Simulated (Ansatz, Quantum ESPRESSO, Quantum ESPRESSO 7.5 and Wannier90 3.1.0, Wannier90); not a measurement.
**zigzag Re chain, bond 2.25 Å, width 1.6 Å: Wannier functions and conductance**

How many channels does the wire offer, and does a small Wannier basis get them right? The wire: zigzag Re chain, bond 2.25 Å, width 1.6 Å.

Program: Quantum ESPRESSO 7.5 and Wannier90 3.1.0. Level of theory: plane-wave DFT, PBE, PseudoDojo norm-conserving pseudopotentials (cross-check by Ansatz 0.2.0 with PAW datasets). Results are calculated unless marked as measured.

## (1) The starting structure

The cell holds 2 atoms: 2 Re. Its edges and angles: a = 9.000 Å, b = 8.000 Å, c = 3.164 Å, α = 90.0°, β = 90.0°, γ = 90.0°. Vacuum lies along a and b. The structure's axis is c.

## (2) Self-consistent run

File scf.in:

```
&control
  prefix = 'scf'
  outdir = './out'
  pseudo_dir = './pseudo'
  calculation = 'scf'
  tprnfor = .true.
/
&system
  ibrav = 0
  nat = 2
  ntyp = 1
  ecutwfc = 60
  ecutrho = 240
  occupations = 'smearing'
  smearing = 'mv'
  degauss = 0.005
/
&electrons
  conv_thr = 1e-07
  mixing_beta = 0.4
  electron_maxstep = 120
  mixing_mode = 'local-TF'
/
ATOMIC_SPECIES
  Re  186.2070  Re.dojo-sr-pbe-0.4.1-standard.upf
CELL_PARAMETERS angstrom
  9.00000000000000 0.00000000000000 0.00000000000000
  0.00000000000000 8.00000000000000 0.00000000000000
  0.00000000000000 0.00000000000000 3.16385840391127
ATOMIC_POSITIONS crystal
  Re  -0.088888888900 0.000000000000 0.000000000000
  Re  0.088888888900 0.000000000000 0.500000000000
K_POINTS automatic
  1 1 24 0 0 0
```

Command:

```bash
OMP_NUM_THREADS=1 mpirun -n 2 pw.x -nk 2 -in scf.in > scf.out
```

The log of the run:

```text
Program PWSCF v.7.5 starts
[citation notice left out]

     Parallel version (MPI & OpenMP), running on       2 processor cores
     Number of MPI processes:                 2
     Threads/MPI process:                     1

     MPI processes distributed on     1 nodes
[...]
Current dimensions of program PWSCF are:
     Max number of different atomic species (ntypx) = 10
     Max number of k-points (npk) =  40000
     Max angular momentum in pseudopotentials (lmaxx) =  4
     Message from routine setup:
     using ibrav=0 with symmetry is DISCOURAGED, use correct ibrav instead

     K-points division:     npool     =       2
     Subspace diagonalization in iterative solution of the eigenvalue problem:
     a serial algorithm will be used

     G-vector sticks info
     --------------------
     sticks:   dense  smooth     PW     G-vecs:    dense   smooth      PW
     Sum        4909    4909   1387                96521    96521   14689

     Using Slab Decomposition

     bravais-lattice index     =            0
     lattice parameter (alat)  =      17.0075  a.u.
     unit-cell volume          =    1537.2558 (a.u.)^3
     number of atoms/cell      =            2
     number of atomic types    =            1
     number of electrons       =        30.00
     number of Kohn-Sham states=           19
     kinetic-energy cutoff     =      60.0000  Ry
     charge density cutoff     =     240.0000  Ry
     scf convergence threshold =      1.0E-07
     mixing beta               =       0.4000
     number of iterations used =            8  local-TF  mixing
     Exchange-correlation= PBE
                           (   1   4   3   4   0   0   0)

     celldm(1)=  17.007535  celldm(2)=   0.000000  celldm(3)=   0.000000
     celldm(4)=   0.000000  celldm(5)=   0.000000  celldm(6)=   0.000000

     crystal axes: (cart. coord. in units of alat)
               a(1) = (   1.000000   0.000000   0.000000 )
               a(2) = (   0.000000   0.888889   0.000000 )
               a(3) = (   0.000000   0.000000   0.351540 )

     reciprocal axes: (cart. coord. in units 2 pi/alat)
               b(1) = (  1.000000  0.000000  0.000000 )
               b(2) = (  0.000000  1.125000  0.000000 )
               b(3) = (  0.000000  0.000000  2.844628 )

     PseudoPot. # 1 for Re read from file:
     ./pseudo/Re.dojo-sr-pbe-0.4.1-standard.upf
     Pseudo is Norm-conserving + core correction, Zval = 15.0
     Generated using ONCVPSP code by D. R. Hamann
     Using radial grid of 1378 points,  8 beta functions with:
                l(1) =   0
                l(2) =   0
                l(3) =   1
                l(4) =   1
                l(5) =   2
                l(6) =   2
                l(7) =   3
                l(8) =   3

     atomic species   valence    mass     pseudopotential
     Re               15.00   186.20700     Re( 1.00)

      8 Sym. Ops., with inversion, found ( 4 have fractional translation)

   Cartesian axes

     site n.     atom                  positions (alat units)
         1        Re     tau(   1) = (  -0.0888889   0.0000000   0.0000000  )
         2        Re     tau(   2) = (   0.0888889   0.0000000   0.1757699  )

     number of k points=    13  Marzari-Vanderbilt smearing, width (Ry)=  0.0050
                       cart. coord. in units 2pi/alat
        k(    1) = (   0.0000000   0.0000000   0.0000000), wk =   0.0833333
        k(    2) = (   0.0000000   0.0000000   0.1185262), wk =   0.1666667
        k(    3) = (   0.0000000   0.0000000   0.2370523), wk =   0.1666667
        k(    4) = (   0.0000000   0.0000000   0.3555785), wk =   0.1666667
        k(    5) = (   0.0000000   0.0000000   0.4741047), wk =   0.1666667
        k(    6) = (   0.0000000   0.0000000   0.5926308), wk =   0.1666667
        k(    7) = (   0.0000000   0.0000000   0.7111570), wk =   0.1666667
        k(    8) = (   0.0000000   0.0000000   0.8296831), wk =   0.1666667
        k(    9) = (   0.0000000   0.0000000   0.9482093), wk =   0.1666667
        k(   10) = (   0.0000000   0.0000000   1.0667355), wk =   0.1666667
[...]
k(   13) = (   0.0000000   0.0000000  -1.4223140), wk =   0.0833333

     Dense  grid:    96521 G-vectors     FFT dimensions: (  90,  75,  30)

     Estimated max dynamical RAM per process >     138.10 MB

     Estimated total dynamical RAM >     252.63 MB

     Initial potential from superposition of free atoms

     starting charge      29.9994, renormalised to      30.0000

     negative rho (up, down):  2.404E-06 0.000E+00
     Starting wfcs are   20 randomized atomic wfcs

     total cpu time spent up to now is        0.9 secs

     per-process dynamical memory:    81.4 Mb

     Self-consistent Calculation

     iteration #  1     ecut=    60.00 Ry     beta= 0.40
     Davidson diagonalization with overlap
     ethr =  1.00E-02,  avg # of iterations =  2.2

     total cpu time spent up to now is        3.4 secs

     total energy              =    -346.67600221 Ry
     estimated scf accuracy    <       0.54473163 Ry

     iteration #  2     ecut=    60.00 Ry     beta= 0.40
[...]
total energy              =    -346.52555783 Ry
     estimated scf accuracy    <       0.31728529 Ry

     iteration #  3     ecut=    60.00 Ry     beta= 0.40
[...]
total energy              =    -346.60236580 Ry
     estimated scf accuracy    <       0.04893057 Ry

     iteration #  4     ecut=    60.00 Ry     beta= 0.40
[...]
total energy              =    -346.61217948 Ry
     estimated scf accuracy    <       0.00847142 Ry

     iteration #  5     ecut=    60.00 Ry     beta= 0.40
[...]
total energy              =    -346.61008994 Ry
     estimated scf accuracy    <       0.00888763 Ry

     iteration #  6     ecut=    60.00 Ry     beta= 0.40
[...]
total energy              =    -346.61033850 Ry
     estimated scf accuracy    <       0.00163619 Ry

     iteration #  7     ecut=    60.00 Ry     beta= 0.40
[...]
total energy              =    -346.61052394 Ry
     estimated scf accuracy    <       0.00019277 Ry

     iteration #  8     ecut=    60.00 Ry     beta= 0.40
[...]
total energy              =    -346.61058689 Ry
     estimated scf accuracy    <       0.00004036 Ry

     iteration #  9     ecut=    60.00 Ry     beta= 0.40
[...]
total energy              =    -346.61059510 Ry
     estimated scf accuracy    <       0.00004464 Ry

     iteration # 10     ecut=    60.00 Ry     beta= 0.40
[...]
total energy              =    -346.61060499 Ry
     estimated scf accuracy    <       0.00000295 Ry

     iteration # 11     ecut=    60.00 Ry     beta= 0.40
[...]
total energy              =    -346.61060495 Ry
     estimated scf accuracy    <       0.00000079 Ry

     iteration # 12     ecut=    60.00 Ry     beta= 0.40
[...]
End of self-consistent calculation

          k = 0.0000 0.0000 0.0000 ( 12083 PWs)   bands (ev):

   -80.9754 -80.5698 -43.4985 -43.4206 -42.7156 -42.2735 -41.9612 -41.9104
    -6.0323  -5.9380  -4.1906  -3.0079  -2.7241  -1.9479  -0.8132  -0.5418
     0.3321   0.6861   1.3654

          k = 0.0000 0.0000 0.1185 ( 12075 PWs)   bands (ev):

   -80.9736 -80.5714 -43.5019 -43.4280 -42.7135 -42.2751 -41.9557 -41.9090
    -5.9926  -5.8932  -4.2006  -3.0186  -2.7097  -2.0342  -0.7715  -0.4536
     0.3426   0.7004   0.9185

          k = 0.0000 0.0000 0.2371 ( 12067 PWs)   bands (ev):

   -80.9682 -80.5764 -43.5122 -43.4491 -42.7073 -42.2802 -41.9401 -41.9049
    -5.8744  -5.7601  -4.2262  -3.0512  -2.6669  -2.2432  -0.6556  -0.2397
     0.3777   0.6940   0.7418

          k = 0.0000 0.0000 0.3556 ( 12073 PWs)   bands (ev):

   -80.9594 -80.5845 -43.5287 -43.4816 -42.6971 -42.2885 -41.9166 -41.8980
    -5.6800  -5.5427  -4.2562  -3.1065  -2.5973  -2.5022  -0.4934   0.0250
     0.4512   0.5071   0.8052

          k = 0.0000 0.0000 0.4741 ( 12067 PWs)   bands (ev):

   -80.9472 -80.5958 -43.5507 -43.5215 -42.6831 -42.3000 -41.8885 -41.8884
    -5.4143  -5.2482  -4.2757  -3.1847  -2.7699  -2.5037  -0.3316   0.2949
     0.3715   0.5914   0.8788

          k = 0.0000 0.0000 0.5926 ( 12061 PWs)   bands (ev):

   -80.9319 -80.6100 -43.5770 -43.5652 -42.6657 -42.3146 -41.8762 -41.8589
    -5.0877  -4.8887  -4.2675  -3.2833  -3.0257  -2.3904  -0.2196   0.2927
     0.5438   0.8282   0.9054

[...]
the Fermi energy is    -0.3278 ev

!    total energy              =    -346.61060505 Ry
     estimated scf accuracy    <       0.00000003 Ry
     smearing contrib. (-TS)   =      -0.00009960 Ry
     internal energy E=F+TS    =    -346.61050545 Ry

     The total energy is F=E-TS. E is the sum of the following terms:
     one-electron contribution =    -517.22582591 Ry
     hartree contribution      =     251.34426830 Ry
     xc contribution           =     -68.71651131 Ry
     ewald contribution        =     -12.01243654 Ry

     convergence has been achieved in  12 iterations

     Forces acting on atoms (cartesian axes, Ry/au):

     atom    1 type  1   force =     0.04103056    0.00000000    0.00000000
     atom    2 type  1   force =    -0.04103056    0.00000000    0.00000000

     Total force =     0.058026     Total SCF correction =     0.000333

[...]
=------------------------------------------------------------------------------=
   JOB DONE.
=------------------------------------------------------------------------------=
```

Run time: 28 s. Hardware: 2 MPI ranks of Arm Neoverse V2, shared host; peak memory 0.3 GiB; 56 s of CPU time.

Read from the output:

| Item | Value |
| --- | --- |
| free energy | -4715.8775 eV |
| Fermi energy | -0.3278 eV |

The program's own clock; routines nest. Time by routine:

```
     routine  wall time (s)  calls
       PWSCF          27.54      1
   electrons          26.29      1
     c_bands          19.18     12
     cegterg          16.55     84
       h_psi          14.45    321
        fftw          13.17   9342
    vloc_psi             12    321
     mix_rho           3.31     12
    sum_band              3     12
        ffts           1.73    813
      calbec           1.33    349
  add_vuspsi           1.22    321
h_psi:calbec           1.17    321
    init_run           0.88      1
```

The run needed 12 iterations to bring the estimated error under 1e-07 Ry; the largest force on any atom, held or free, is 1.05 eV/Å.

## (3) Full uniform mesh without symmetry

Wannier90 needs the states on a whole uniform mesh, listed point by point, without symmetry.

File nscf.in:

```
&control
  prefix = 'nscf'
  outdir = './out'
  pseudo_dir = './pseudo'
  calculation = 'nscf'
/
&system
  ibrav = 0
  nat = 2
  ntyp = 1
  ecutwfc = 60
  ecutrho = 240
  occupations = 'smearing'
  smearing = 'mv'
  degauss = 0.005
  nosym = .true.
  noinv = .true.
  nbnd = 39
/
&electrons
  conv_thr = 1e-09
  mixing_beta = 0.4
  electron_maxstep = 120
  mixing_mode = 'local-TF'
  diago_full_acc = .true.
/
ATOMIC_SPECIES
  Re  186.2070  Re.dojo-sr-pbe-0.4.1-standard.upf
CELL_PARAMETERS angstrom
  9.00000000000000 0.00000000000000 0.00000000000000
  0.00000000000000 8.00000000000000 0.00000000000000
  0.00000000000000 0.00000000000000 3.16385840391127
ATOMIC_POSITIONS crystal
  Re  -0.088888888900 0.000000000000 0.000000000000
  Re  0.088888888900 0.000000000000 0.500000000000
K_POINTS crystal
12
  0.0000000000 0.0000000000 0.0000000000 0.0833333333
  0.0000000000 0.0000000000 0.0833333333 0.0833333333
  0.0000000000 0.0000000000 0.1666666667 0.0833333333
  0.0000000000 0.0000000000 0.2500000000 0.0833333333
  0.0000000000 0.0000000000 0.3333333333 0.0833333333
  0.0000000000 0.0000000000 0.4166666667 0.0833333333
  0.0000000000 0.0000000000 0.5000000000 0.0833333333
  0.0000000000 0.0000000000 0.5833333333 0.0833333333
  0.0000000000 0.0000000000 0.6666666667 0.0833333333
  0.0000000000 0.0000000000 0.7500000000 0.0833333333
  0.0000000000 0.0000000000 0.8333333333 0.0833333333
  0.0000000000 0.0000000000 0.9166666667 0.0833333333
```

Command:

```bash
cp -r out/scf.save out/nscf.save
cp out/scf.xml out/nscf.xml
OMP_NUM_THREADS=1 mpirun -n 2 pw.x -nk 1 -in nscf.in > nscf.out
```

The log of the run:

```text
[banner, memory and clock lines left out]
Program PWSCF v.7.5 starts
[citation notice left out]

[...]
bravais-lattice index     =            0
     lattice parameter (alat)  =      17.0075  a.u.
     unit-cell volume          =    1537.2558 (a.u.)^3
     number of atoms/cell      =            2
     number of atomic types    =            1
     number of electrons       =        30.00
     number of Kohn-Sham states=           39
     kinetic-energy cutoff     =      60.0000  Ry
     charge density cutoff     =     240.0000  Ry
     Exchange-correlation= PBE
                           (   1   4   3   4   0   0   0)

[...]
PseudoPot. # 1 for Re read from file:
     ./pseudo/Re.dojo-sr-pbe-0.4.1-standard.upf
     Pseudo is Norm-conserving + core correction, Zval = 15.0
     Generated using ONCVPSP code by D. R. Hamann
     Using radial grid of 1378 points,  8 beta functions with:
                l(1) =   0
                l(2) =   0
                l(3) =   1
                l(4) =   1
                l(5) =   2
                l(6) =   2
                l(7) =   3
                l(8) =   3

     atomic species   valence    mass     pseudopotential
     Re               15.00   186.20700     Re( 1.00)

     No symmetry found

[...]
number of k points=    12  Marzari-Vanderbilt smearing, width (Ry)=  0.0050
[...]
Dense  grid:    96521 G-vectors     FFT dimensions: (  90,  75,  30)

     The potential is recalculated from file :
     ./out/nscf.save/charge-density

     Starting wfcs are   20 randomized atomic wfcs +   19 random wfcs

     Band Structure Calculation
     Davidson diagonalization with overlap

     ethr =  3.33E-12,  avg # of iterations = 65.1

     End of band structure calculation

          k = 0.0000 0.0000 0.0000 ( 12083 PWs)   bands (ev):

   -80.9757 -80.5700 -43.4990 -43.4209 -42.7156 -42.2733 -41.9618 -41.9107
    -6.0329  -5.9385  -4.1912  -3.0081  -2.7241  -1.9481  -0.8134  -0.5420
     0.3321   0.6857   1.0885   1.3653   3.1268   3.6497   4.0949   5.3973
     5.4419   5.5829   5.8996   6.9427   8.1601   9.0415   9.8602  10.7270
    11.1438  11.3299  11.3879  12.1011  12.1602  12.2954  12.7373

          k = 0.0000 0.0000 0.2371 ( 12067 PWs)   bands (ev):

   -80.9685 -80.5766 -43.5127 -43.4495 -42.7072 -42.2800 -41.9406 -41.9053
    -5.8750  -5.7606  -4.2268  -3.0514  -2.6669  -2.2434  -0.6558  -0.2398
     0.3776   0.6940   0.7413   1.8813   2.6757   3.5411   4.3304   5.4799
     5.4965   5.6862   6.0953   7.1903   8.2585   9.2111   9.9601  10.8479
    11.0861  11.2318  11.4922  11.5436  12.2117  12.2252  12.8452

[...]
the Fermi energy is    -0.2908 ev
     (compare with:    -0.3278 eV, computed in scf)

[...]
```

Elapsed: 42 s, on 2 MPI ranks; peak memory 0.15 GiB.

Read from the output:

```
Fermi energy : -0.2908 eV
```

The program's own clock; routines nest. Time by routine:

```
     routine  wall time (s)  calls
       PWSCF          41.14      1
   electrons          40.96      1
     c_bands          40.96      1
     cegterg          39.54     46
       h_psi          28.71    839
    vloc_psi          24.62    839
        fftw           22.8  25018
h_psi:calbec           1.96    839
  add_vuspsi           1.96    839
      calbec           1.96    839
     cdiaghg           1.11    793
       g_psi           0.24    781
    init_run           0.11      1
      hinit0           0.05      1
```

(Continued in part 2 of 5.)

[Logs are printed without paths, hosts, clocks, repeated set-up lines and the standing remarks that a program may print on its own settings, such as how far it seeks lower states.]

[Hosts, paths, dates, database ids (printed as entryN), source tags and the programs' standing remarks are cut or masked in the printed files.]

[Maps of the electrostatic potential energy from Ansatz leave out the sawtooth potential of an applied field or a dipole correction, so their vacuum need not be flat; planar profiles and work functions include it.]
